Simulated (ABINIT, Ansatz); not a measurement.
# InF3 (R-3c): G0W0 with ABINIT, start to end, part 2 of 3

Wanted: ground state, empty states, screening and self-energy for InF3 (R-3c).

ABINIT 10.8.3; LDA and many-body steps on it, plane waves. Known limits of the many-body steps: not at the basis limit; no spin-orbit coupling.

So far. Step 2 (Ground state): The gap is indirect, with the least direct gap 0.03 eV higher.

**3. Bands along the symmetry lines**

Level of this step: DFT, LDA, plane waves, norm-conserving pseudopotentials (ABINIT).

The cheap functional maps the bands first; the places of the edges decide which points the dearer methods must see.

Contents of run.abi:

```
acell 3*1.0 Angstrom
rprim 
  2.602141182914 1.502346912402 4.907506134507
  -2.602141182914 1.502346912402 4.907506134507
  0.000000000000 -3.004693824873 4.907506134486
ntypat 2
znucl 49 9
natom 8
typat 1 1 2 2 2 2 2 2
xred 
  0.500000000000 0.500000000000 0.500000000000
  -0.000000000000 0.000000000000 0.000000000000
  0.395709220000 0.750000000000 0.104290780000
  0.750000000000 0.104290780000 0.395709220000
  0.895709220000 0.604290780000 0.250000000000
  0.250000000000 0.895709220000 0.604290780000
  0.604290780000 0.250000000000 0.895709220000
  0.104290780000 0.395709220000 0.750000000000
pp_dirpath "pseudos"
pseudos "In.upf, F.upf"
ecut 36
iscf -2
irdden 1
kptopt 0
nkpt 31
kpt 
  0.00000000 0.00000000 0.00000000
  0.12500000 0.12500000 0.12500000
  0.25000000 0.25000000 0.25000000
  0.37500000 0.37500000 0.37500000
  0.50000000 0.50000000 0.50000000
  0.56771382 0.43228618 0.50000000
  0.63542764 0.36457236 0.50000000
  0.70314146 0.29685854 0.50000000
  0.77085528 0.22914472 0.50000000
  0.50000000 -0.22914472 0.22914472
  0.50000000 -0.17185854 0.17185854
  0.50000000 -0.11457236 0.11457236
  0.50000000 -0.05728618 0.05728618
  0.50000000 0.00000000 0.00000000
  0.37500000 0.00000000 0.00000000
  0.25000000 0.00000000 0.00000000
  0.12500000 0.00000000 0.00000000
  0.00000000 0.00000000 0.00000000
  0.09114309 -0.09114309 0.00000000
  0.18228618 -0.18228618 0.00000000
  0.27342927 -0.27342927 0.00000000
  0.36457236 -0.36457236 -0.00000000
  0.63542764 0.00000000 0.36457236
  0.60157073 0.00000000 0.39842927
  0.56771382 0.00000000 0.43228618
  0.53385691 0.00000000 0.46614309
  0.50000000 0.00000000 0.50000000
  0.37500000 0.00000000 0.37500000
  0.25000000 0.00000000 0.25000000
  0.12500000 0.00000000 0.12500000
  0.00000000 0.00000000 0.00000000
istwfk *1
nband 49
nbdbuf 2
tolwfr 1e-08
nstep 40
prtwf 0
prtvol 0
indata_prefix "in"
outdata_prefix "out"
tmpdata_prefix "tmp"
```

Launch:

```console
> OMP_NUM_THREADS=1 mpirun -n 8 abinit run.abi > log
```

Numbers of over 12 decimals in the logs are rounded to 6 here.

What it wrote:

```text
.Version 10.8.3 of ABINIT. v10.8.2 released Aug 2026.

 Symmetries : space group R-3 c (#167); Bravais hR (rhombohedral)
[... echo of the input left out ...]
== DATASET  1 ==================================================================
-   mpi_nproc: 8, omp_nthreads: 1 (-1 if OMP is not activated)

--- !DatasetInfo
iteration_state: {dtset: 1, }
dimensions: {natom: 8, nkpt: 31, mband: 49, nsppol: 1, nspinor: 1, nspden: 1, mpw: 8034, }
cutoff_energies: {ecut:  36.0, pawecutdg:  -1.0, }
electrons: {nelect:   8.40000000E+01, charge:   0.00000000E+00, occopt:   1.00000000E+00, tsmear:   1.00000000E-02, }

 Real(R)+Recip(G) space primitive vectors, cartesian coordinates (Bohr,Bohr^-1):
 R(1)=  4.9173342  2.8390242  9.2738426  G(1)=  0.1016811  0.0587056  0.0359434
 R(2)= -4.9173342  2.8390242  9.2738426  G(2)= -0.1016811  0.0587056  0.0359434
 R(3)=  0.0000000 -5.6780484  9.2738426  G(3)=  0.0000000 -0.1174112  0.0359434
 Unit cell volume ucvol=  7.7680102E+02 bohr^3
 Angles (23,13,12)=  5.37710328E+01  5.37710328E+01  5.37710328E+01 degrees

 getcut: wavevector=  0.0000  0.0000  0.0000  ngfft=  60  60  60
         ecut(hartree)=     36.000   => boxcut(ratio)=   2.04307

--- Pseudopotential description ------------------------------------------------
- In Generated using ONCVPSP code by D. R. Hamann
- 49.00000  21.00000  180309                  znucl, zion, pspdat
12 -1012 2 -1 1894                            pspcod,pspxc,lmax,lloc,mmax
     nproj     2     2     2
  pspatm : epsatm=   33.93291270
         --- l  ekb(1:nproj) -->
             0    8.377455   -0.565121
             1    2.447487   -1.211193
             2   -3.400789   -0.970230
 pspatm: atomic psp has been read  and splines computed

- F Generated using ONCVPSP code by D. R. Hamann
-  9.00000   7.00000  201202                  znucl, zion, pspdat
12 -1012 2 -1 824                             pspcod,pspxc,lmax,lloc,mmax
     nproj     2     2     1
  pspatm : epsatm=    4.94580260
         --- l  ekb(1:nproj) -->
[...]
2   -2.364936
 pspatm: atomic psp has been read  and splines computed

--------------------------------------------------------------------------------

================================================================================
 prteigrs : about to open file out_EIG
 Non-SCF case, kpt    1 (  0.00000  0.00000  0.00000), residuals and eigenvalues=
  2.91E-09  8.58E-09  1.52E-09  3.69E-09  4.60E-09  8.75E-09  4.80E-09  6.02E-09
  7.32E-09  4.33E-09  4.15E-09  5.60E-09  6.25E-09  7.44E-09  3.06E-09  8.25E-09
  2.26E-09  6.61E-09  3.95E-09  1.48E-09  1.25E-09  3.16E-09  2.85E-09  7.75E-09
[...]
4.27E-05
 -4.1150E+00 -4.1150E+00 -2.5942E+00 -2.5942E+00 -2.5942E+00 -2.5942E+00
 -2.5935E+00 -2.5935E+00 -7.7003E-01 -7.5295E-01 -7.5295E-01 -7.4826E-01
 -7.4452E-01 -7.4452E-01 -4.4002E-01 -4.4002E-01 -4.2236E-01 -4.2236E-01
[...]
-4.6028E-02 -4.6028E-02 -4.4139E-02 -4.4139E-02 -3.8821E-02 -3.8821E-02
  1.0973E-01  3.0850E-01  3.4547E-01  3.8581E-01  3.8581E-01  4.2215E-01
[...]
--- !ResultsGS
iteration_state: {dtset: 1, }
comment   : Summary of ground state results
lattice_vectors:
- [  4.9173342,   2.8390242,   9.2738426, ]
- [ -4.9173342,   2.8390242,   9.2738426, ]
- [  0.0000000,  -5.6780484,   9.2738426, ]
lattice_lengths: [  10.87402,   10.87402,   10.87402, ]
lattice_angles: [ 53.771,  53.771,  53.771, ] # degrees, (23, 13, 12)
lattice_volume:   7.7680102E+02
convergence: {deltae:  0.000E+00, res2:  0.000E+00, residm:  9.975E-09, diffor:  0.000E+00, }
etotal    :  -5.46373738E+02
entropy   :   0.00000000E+00
fermie    :  -3.76471001E-02
cartesian_stress_tensor: null
pressure_GPa: null
xred      :
- [  5.0000E-01,   5.0000E-01,   5.0000E-01, In]
- [  0.0000E+00,   0.0000E+00,   0.0000E+00, In]
- [  3.9571E-01,   7.5000E-01,   1.0429E-01,  F]
- [  7.5000E-01,   1.0429E-01,   3.9571E-01,  F]
- [  8.9571E-01,   6.0429E-01,   2.5000E-01,  F]
- [  2.5000E-01,   8.9571E-01,   6.0429E-01,  F]
- [  6.0429E-01,   2.5000E-01,   8.9571E-01,  F]
- [  1.0429E-01,   3.9571E-01,   7.5000E-01,  F]
cartesian_forces: null
force_length_stats: {min: null, max: null, mean: null, }

 Integrated electronic density in atomic spheres:
 ------------------------------------------------
 Atom  Sphere_radius  Integrated_density
[...]
================================================================================

 ----iterations are completed or convergence reached----

 Mean square residual over all n,k,spin=   50.063E-10; max=  99.751E-10
 reduced coordinates (array xred) for    8 atoms
[...]
0.604290780000      0.250000000000      0.895709220000
       0.104290780000      0.395709220000      0.750000000000

 cartesian coordinates (angstrom) at end:
    1      0.000000    -3.45e-11     7.361259
    2      0.000000     0.000000     0.000000
    3     -0.921915     1.407891     6.134383
[...]
7      0.921915    -1.407891     8.588136
    8     -0.758312    -1.502347     6.134383
 length scales=  1.889726125908  1.889726125908  1.889726125908 bohr
              =  1.000000000000  1.000000000000  1.000000000000 angstroms
 prteigrs : about to open file out_EIG
 Eigenvalues (hartree) for nkpt=  31  k points:
 kpt#   1, nband= 49, wtk=  1.00000, kpt=  0.0000  0.0000  0.0000 (reduced coord)
[...]
kpt#   2, nband= 49, wtk=  1.00000, kpt=  0.1250  0.1250  0.1250 (reduced coord)
[...]
kpt#   3, nband= 49, wtk=  1.00000, kpt=  0.2500  0.2500  0.2500 (reduced coord)
[...]
kpt#  30, nband= 49, wtk=  1.00000, kpt=  0.1250  0.0000  0.1250 (reduced coord)
[...]
0.45953
 kpt#  31, nband= 49, wtk=  1.00000, kpt=  0.0000  0.0000  0.0000 (reduced coord)
[...]
-0.07897   -0.05970   -0.05970   -0.04857   -0.04603   -0.04603   -0.04414   -0.04414
  -0.03882   -0.03882    0.10973    0.30850    0.34547    0.38581    0.38581    0.42215
   0.45572

== END DATASET(S) ==============================================================
================================================================================

 -outvars: echo values of variables after computation  --------
            nband          49
             nkpt          31
          spgroup         167
 [... the other variables as echoed above ...]

 Calculation completed.
```

It took 59 s on 8 MPI ranks of Arm Neoverse V1, shared host; peak memory 0.82 GiB; 7.8 min of CPU time.

Numbers from this step:

```yaml
gap: 4.010 eV
k_of_the_valence_top: 0.5, 0, 0.5
k_of_the_conduction_bottom: 0, 0, 0
least_direct_gap: 4.042 eV
```

The gap is 4.010 eV, as in the run before at this level.

The electronic bands at the labelled points (eV, zero at the top of the highest filled band):

```csv
point,band 39,band 40,band 41,band 42,band 43,band 44,band 45,band 46
Γ,-0.18,-0.18,-0.03,-0.03,4.01,9.42,10.43,11.52
halfway,-0.18,-0.18,-0.05,-0.05,4.78,8.22,11.15,11.80
T,-0.12,-0.12,-0.12,-0.12,6.43,6.43,11.71,11.71
halfway,-0.21,-0.21,-0.14,-0.14,6.78,6.78,10.67,10.67
H2,-0.18,-0.18,-0.09,-0.09,7.09,7.09,10.04,10.04
jump to H0,-0.18,-0.18,-0.09,-0.09,7.09,7.09,10.04,10.04
halfway,-0.26,-0.26,-0.10,-0.10,6.80,6.80,10.55,10.55
L,-0.26,-0.26,-0.13,-0.13,6.62,6.62,11.02,11.02
halfway,-0.28,-0.27,-0.11,-0.05,4.88,8.40,10.96,11.04
Γ,-0.18,-0.18,-0.03,-0.03,4.01,9.42,10.43,11.52
halfway,-0.23,-0.19,-0.16,-0.03,5.19,8.21,10.47,11.33
S0,-0.22,-0.18,-0.14,-0.03,6.85,7.23,9.89,10.63
jump to S2,-0.22,-0.18,-0.14,-0.03,6.85,7.23,9.89,10.63
halfway,-0.21,-0.19,-0.16,-0.01,6.62,7.83,9.71,10.51
F,-0.25,-0.20,-0.15,0.00,6.54,8.09,9.60,10.49
halfway,-0.27,-0.16,-0.14,-0.09,5.10,8.53,10.55,10.74
Γ,-0.18,-0.18,-0.03,-0.03,4.01,9.42,10.43,11.52
```

**4. Empty states on the mesh, 4×4×4 mesh, 96 bands**

The sums over transitions need many empty states on a uniform mesh; this step solves for them.

Contents of run.abi:

```
acell 3*1.0 Angstrom
rprim 
  2.602141182914 1.502346912402 4.907506134507
  -2.602141182914 1.502346912402 4.907506134507
  0.000000000000 -3.004693824873 4.907506134486
ntypat 2
znucl 49 9
natom 8
typat 1 1 2 2 2 2 2 2
xred 
  0.500000000000 0.500000000000 0.500000000000
  -0.000000000000 0.000000000000 0.000000000000
  0.395709220000 0.750000000000 0.104290780000
  0.750000000000 0.104290780000 0.395709220000
  0.895709220000 0.604290780000 0.250000000000
  0.250000000000 0.895709220000 0.604290780000
  0.604290780000 0.250000000000 0.895709220000
  0.104290780000 0.395709220000 0.750000000000
pp_dirpath "pseudos"
pseudos "In.upf, F.upf"
ecut 36
ngkpt 4 4 4
nshiftk 1
shiftk 0 0 0
kptopt 1
chksymbreak 0
iscf -2
irdden 1
istwfk *1
nband 96
nbdbuf 8
tolwfr 1e-09
nstep 60
prtvol 0
indata_prefix "in"
outdata_prefix "out"
tmpdata_prefix "tmp"
```

What it wrote:

```text
.Version 10.8.3 of ABINIT. v10.8.2 released Aug 2026.

 Symmetries : space group R-3 c (#167); Bravais hR (rhombohedral)
[... echo of the input left out ...]
== DATASET  1 ==================================================================
-   mpi_nproc: 8, omp_nthreads: 1 (-1 if OMP is not activated)
-    --> not optimal distribution: autoparal keyword recommended in input file <--

--- !DatasetInfo
iteration_state: {dtset: 1, }
dimensions: {natom: 8, nkpt: 13, mband: 96, nsppol: 1, nspinor: 1, nspden: 1, mpw: 8026, }
cutoff_energies: {ecut:  36.0, pawecutdg:  -1.0, }
electrons: {nelect:   8.40000000E+01, charge:   0.00000000E+00, occopt:   1.00000000E+00, tsmear:   1.00000000E-02, }

 Real(R)+Recip(G) space primitive vectors, cartesian coordinates (Bohr,Bohr^-1):
 R(1)=  4.9173342  2.8390242  9.2738426  G(1)=  0.1016811  0.0587056  0.0359434
 R(2)= -4.9173342  2.8390242  9.2738426  G(2)= -0.1016811  0.0587056  0.0359434
 R(3)=  0.0000000 -5.6780484  9.2738426  G(3)=  0.0000000 -0.1174112  0.0359434
 Unit cell volume ucvol=  7.7680102E+02 bohr^3
 Angles (23,13,12)=  5.37710328E+01  5.37710328E+01  5.37710328E+01 degrees

 getcut: wavevector=  0.0000  0.0000  0.0000  ngfft=  60  60  60
         ecut(hartree)=     36.000   => boxcut(ratio)=   2.04307

--- Pseudopotential description ------------------------------------------------
- In Generated using ONCVPSP code by D. R. Hamann
- 49.00000  21.00000  180309                  znucl, zion, pspdat
12 -1012 2 -1 1894                            pspcod,pspxc,lmax,lloc,mmax
     nproj     2     2     2
  pspatm : epsatm=   33.93291270
         --- l  ekb(1:nproj) -->
             0    8.377455   -0.565121
             1    2.447487   -1.211193
             2   -3.400789   -0.970230
 pspatm: atomic psp has been read  and splines computed

- F Generated using ONCVPSP code by D. R. Hamann
-  9.00000   7.00000  201202                  znucl, zion, pspdat
12 -1012 2 -1 824                             pspcod,pspxc,lmax,lloc,mmax
     nproj     2     2     1
  pspatm : epsatm=    4.94580260
         --- l  ekb(1:nproj) -->
[...]
2   -2.364936
 pspatm: atomic psp has been read  and splines computed

--------------------------------------------------------------------------------

================================================================================
 prteigrs : about to open file out_EIG
 Non-SCF case, kpt    1 (  0.00000  0.00000  0.00000), residuals and eigenvalues=
  9.45E-10  2.40E-10  2.58E-10  2.42E-10  2.27E-10  3.75E-10  2.03E-10  2.04E-10
  5.90E-10  3.31E-10  8.17E-10  4.06E-10  3.99E-10  6.79E-10  2.62E-10  3.32E-10
  2.31E-10  3.71E-10  3.08E-10  2.23E-10  1.56E-10  4.60E-10  9.02E-11  3.48E-10
[...]
-4.1150E+00 -4.1150E+00 -2.5942E+00 -2.5942E+00 -2.5942E+00 -2.5942E+00
 -2.5935E+00 -2.5935E+00 -7.7003E-01 -7.5295E-01 -7.5295E-01 -7.4826E-01
 -7.4452E-01 -7.4452E-01 -4.4002E-01 -4.4002E-01 -4.2236E-01 -4.2236E-01
[...]
1.1782E+00  1.1815E+00  1.1964E+00  1.1964E+00  1.2018E+00  1.2116E+00
  1.2265E+00  1.2355E+00  1.2355E+00  1.2511E+00  1.2511E+00  1.3046E+00
 prteigrs : prtvol=0 or 1, do not print more k-points.

--- !ResultsGS
iteration_state: {dtset: 1, }
comment   : Summary of ground state results
lattice_vectors:
- [  4.9173342,   2.8390242,   9.2738426, ]
- [ -4.9173342,   2.8390242,   9.2738426, ]
- [  0.0000000,  -5.6780484,   9.2738426, ]
lattice_lengths: [  10.87402,   10.87402,   10.87402, ]
lattice_angles: [ 53.771,  53.771,  53.771, ] # degrees, (23, 13, 12)
lattice_volume:   7.7680102E+02
convergence: {deltae:  0.000E+00, res2:  0.000E+00, residm:  9.991E-10, diffor:  0.000E+00, }
etotal    :  -5.46373738E+02
entropy   :   0.00000000E+00
fermie    :  -3.76471001E-02
cartesian_stress_tensor: null
pressure_GPa: null
xred      :
- [  5.0000E-01,   5.0000E-01,   5.0000E-01, In]
- [  0.0000E+00,   0.0000E+00,   0.0000E+00, In]
- [  3.9571E-01,   7.5000E-01,   1.0429E-01,  F]
- [  7.5000E-01,   1.0429E-01,   3.9571E-01,  F]
- [  8.9571E-01,   6.0429E-01,   2.5000E-01,  F]
- [  2.5000E-01,   8.9571E-01,   6.0429E-01,  F]
- [  6.0429E-01,   2.5000E-01,   8.9571E-01,  F]
- [  1.0429E-01,   3.9571E-01,   7.5000E-01,  F]
cartesian_forces: null
force_length_stats: {min: null, max: null, mean: null, }

 Integrated electronic density in atomic spheres:
 ------------------------------------------------
 Atom  Sphere_radius  Integrated_density
[...]
================================================================================

 ----iterations are completed or convergence reached----

 Mean square residual over all n,k,spin=   38.281E-11; max=  99.909E-11
 reduced coordinates (array xred) for    8 atoms
[...]
0.604290780000      0.250000000000      0.895709220000
       0.104290780000      0.395709220000      0.750000000000

 cartesian coordinates (angstrom) at end:
    1      0.000000    -3.45e-11     7.361259
    2      0.000000     0.000000     0.000000
    3     -0.921915     1.407891     6.134383
[...]
7      0.921915    -1.407891     8.588136
    8     -0.758312    -1.502347     6.134383
 length scales=  1.889726125908  1.889726125908  1.889726125908 bohr
              =  1.000000000000  1.000000000000  1.000000000000 angstroms
 prteigrs : about to open file out_EIG
 Eigenvalues (hartree) for nkpt=  13  k points:
 kpt#   1, nband= 96, wtk=  0.01563, kpt=  0.0000  0.0000  0.0000 (reduced coord)
[...]
1.04269    1.08594    1.09430    1.17822    1.17822    1.18153    1.19637    1.19637
   1.20181    1.21159    1.22649    1.23555    1.23555    1.25108    1.25108    1.30461
 prteigrs : prtvol=0 or 1, do not print more k-points.

== END DATASET(S) ==============================================================
================================================================================

 -outvars: echo values of variables after computation  --------
            nband          96
             nkpt          13
          spgroup         167
 [... the other variables as echoed above ...]

 Calculation completed.
```

It took 62 s on 8 MPI ranks; peak memory 0.82 GiB; 8.2 min of CPU time.

This step gave:

```yaml
gap: 4.010 eV
k_of_the_valence_top: 0.5, 0.5, 0
k_of_the_conduction_bottom: 0, 0, 0
least_direct_gap: 4.042 eV
k_points_computed: 13
lowest_point_of_the_top_converged_band_above_the_valence_top: 33.12 eV
```

On this mesh the gap is 4.010 eV.

**5. Screening, 4×4×4 mesh, 88 bands, screening to 81.6 eV**

The RPA dielectric matrix is built and inverted for each q.

This step: RPA screening on LDA, plane waves, norm-conserving pseudopotentials.

run.abi: that of step 4 with these lines changed.

```diff
@@ -26,10 +26,11 @@
 chksymbreak 0
-iscf -2
-irdden 1
 istwfk *1
-nband 96
-nbdbuf 8
-tolwfr 1e-09
-nstep 60
-prtvol 0
+occopt 1
+irdwfk 1
+optdriver 3
+nband 88
+ecuteps 3
+inclvkb 2
+awtr 1
+symchi 1
 indata_prefix "in"
```

What it wrote:

```text
.Version 10.8.3 of ABINIT. v10.8.2 released Aug 2026.

 Symmetries : space group R-3 c (#167); Bravais hR (rhombohedral)
[... echo of the input left out ...]
== DATASET  1 ==================================================================
-   mpi_nproc: 8, omp_nthreads: 1 (-1 if OMP is not activated)

--- !DatasetInfo
iteration_state: {dtset: 1, }
dimensions: {natom: 8, nkpt: 13, mband: 88, nsppol: 1, nspinor: 1, nspden: 1, mpw: 8026, }
cutoff_energies: {ecut:  36.0, pawecutdg:  -1.0, }
electrons: {nelect:   8.40000000E+01, charge:   0.00000000E+00, occopt:   1.00000000E+00, tsmear:   1.00000000E-02, }

 SCREENING: Calculation of the susceptibility and dielectric matrices

 Based on a program developped by R.W. Godby, V. Olevano, G. Onida, and L. Reining.
 Incorporated in ABINIT by V. Olevano, G.-M. Rignanese, and M. Torrent.
.Using double precision arithmetic ; gwpc =  8

[... cell and pseudopotentials left out ...]
--------------------------------------------------------------------------------

 ==== K-mesh for the wavefunctions ====
 Number of points in the irreducible wedge :    13
[... list of points left out ...]
 Together with 12 symmetry operations and time-reversal symmetry
 yields    64 points in the full Brillouin Zone.

 ==== Q-mesh for the screening function ====
 Number of points in the irreducible wedge :    13
[... list of points left out ...]
 Together with 12 symmetry operations and time-reversal symmetry
 yields    64 points in the full Brillouin Zone.

 setmesh: FFT mesh size selected  =    40x   40x   40
          total number of points  =        64000

 vcoul_init : cutoff-mode = AUXILIARY_FUNCTION
 q-points for optical limit:   1
     1)      0.000010    0.000020    0.000030

- screening: taking advantage of time-reversal symmetry
- Maximum band index for partially occupied states nbvw = 42
- Remaining bands to be divided among processors   nbcw = 46
- Number of bands treated by each node ~5

 Number of electrons calculated from density =   84.0000; Expected =   84.0000
 average of density, n =  0.108136
 r_s =    1.3021
 omega_plasma =   31.7205 [eV]

 calculating chi0 at frequencies [eV] :
  1    0.000000E+00    0.000000E+00
  2    0.000000E+00    3.172052E+01

--------------------------------------------------------------------------------
  q-point number  1        q = ( 0.000000, 0.000000, 0.000000) [r.l.u.]
--------------------------------------------------------------------------------
[... chi0 elements left out ...]
 For q-point:  0.000010 0.000020 0.000030
  dielectric constant =   2.3376
  dielectric constant without local fields =   2.4074

  Average fulfillment of the sum rule on Im[epsilon] for q-point    1 :     20.68  [%]
[... wings left out ...]
  q-point number  2        q = ( 0.250000, 0.000000, 0.000000) [r.l.u.]
--------------------------------------------------------------------------------
[... chi0 elements left out ...]
  Average fulfillment of the sum rule on Im[epsilon] for q-point    2 :     28.92  [%]

 [... 11 further q-points ...]
```

Run time: 3.8 min. Hardware: 8 MPI ranks; peak memory 6.5 GiB; 30 min of CPU time.

Numbers from this step:

| Item | Value |
| --- | --- |
| ε∞ with local fields, on this mesh, along the program's q direction | 2.338 |
| the same without local fields | 2.407 |
| plasma frequency | 31.72 eV |
| plane waves in the screening matrix | 193 |

Local fields lower ε∞ by 3 %.

(Continued in part 3 of 3.)

[Paths, hosts, dates, memory and timing lines, banners, echoed tables and standing remarks are left out of the program output.]

[Logs are printed without paths, hosts, clocks, repeated set-up lines and the standing remarks that a program may print on its own settings, such as how far it seeks lower states.]

[Runs of the session that timed out or met a known fault of the program may be left out.]

[Hosts, paths, dates, database ids (printed as entryN), source tags and the programs' standing remarks are cut or masked in the printed files.]

[G0W0 gaps are taken among the corrected bands and points alone; a level outside them can change the order at an edge.]

[Where Ansatz stands beside ABINIT at settings called matched, ABINIT's density can come from a denser mesh and the files from another edition; pairs whose starting gaps differed by over 0.03 eV were left out, so agreement reads better than it is.]
